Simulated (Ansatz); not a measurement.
## Polymorphs of ZnS told apart by optics

Method, alike for all: Ansatz, r2SCAN, independent particles, without spin-orbit coupling, line width 0.1 eV (Gaussian).

Structure 1:

It takes space group P6_3mc (No. 186, hexagonal). The conventional cell has a = 3.811 Å, b = 3.811 Å, c = 6.234 Å, α = 90.00°, β = 90.00°, γ = 120.00°. Zn on site b has 4 S at 2.31 to 2.40 Å as nearest neighbours. S on site b is surrounded by 4 Zn at 2.31 to 2.40 Å.

Structure 2:

The structure is cubic, space group F-43m (No. 216). Conventional cell: a = 5.404 Å, b = 5.404 Å, c = 5.404 Å, α = 90.00°, β = 90.00°, γ = 90.00°. Zn on site c has 4 S at 2.34 Å as nearest neighbours. S on site a has 4 Zn at 2.34 Å as nearest neighbours.

Spectrum A:

```
E (eV)   Im ε
  0.00   0.00
  0.50   0.00
  1.00   0.00
  1.50   0.00
  2.00   0.00
  2.50   0.00
  3.00   0.64
  3.50   0.99
  4.00   1.41
  4.50   2.62
  5.00   5.56
  5.50   4.94
  6.00   6.34
  6.50  16.56
  7.00   8.62
  7.50   6.17
  8.00   8.40
```

Spectrum B:

| E (eV) | Im ε |
| --- | --- |
| 0.00 | 0.00 |
| 0.25 | 0.00 |
| 0.50 | 0.00 |
| 0.75 | 0.00 |
| 1.00 | 0.00 |
| 1.25 | 0.00 |
| 1.50 | 0.00 |
| 1.75 | 0.00 |
| 2.00 | 0.00 |
| 2.25 | 0.00 |
| 2.50 | 0.00 |
| 2.75 | 0.03 |
| 3.00 | 0.43 |
| 3.25 | 0.65 |
| 3.50 | 0.79 |
| 3.75 | 0.91 |
| 4.00 | 1.03 |
| 4.25 | 1.24 |
| 4.50 | 2.86 |
| 4.75 | 3.34 |
| 5.00 | 4.13 |
| 5.25 | 5.56 |
| 5.50 | 7.17 |
| 5.75 | 10.67 |
| 6.00 | 10.54 |
| 6.25 | 11.56 |
| 6.50 | 9.55 |
| 6.75 | 8.15 |
| 7.00 | 9.14 |
| 7.25 | 10.31 |
| 7.50 | 11.50 |
| 7.75 | 8.57 |
| 8.00 | 7.68 |

Which spectrum belongs to which structure?

B is structure 1 (P6_3mc, 19.6 Å³ an atom): least direct gap 2.82 eV, ε∞ = 5.59 along the first axis, strongest peak along the first axis at 7.43 eV. A is structure 2 (F-43m, 19.7 Å³ an atom): least direct gap 2.66 eV, ε∞ = 5.63 along the first axis, strongest peak along the first axis at 6.39 eV.

[Logs are printed without paths, hosts, clocks, repeated set-up lines and the standing remarks that a program may print on its own settings, such as how far it seeks lower states.]
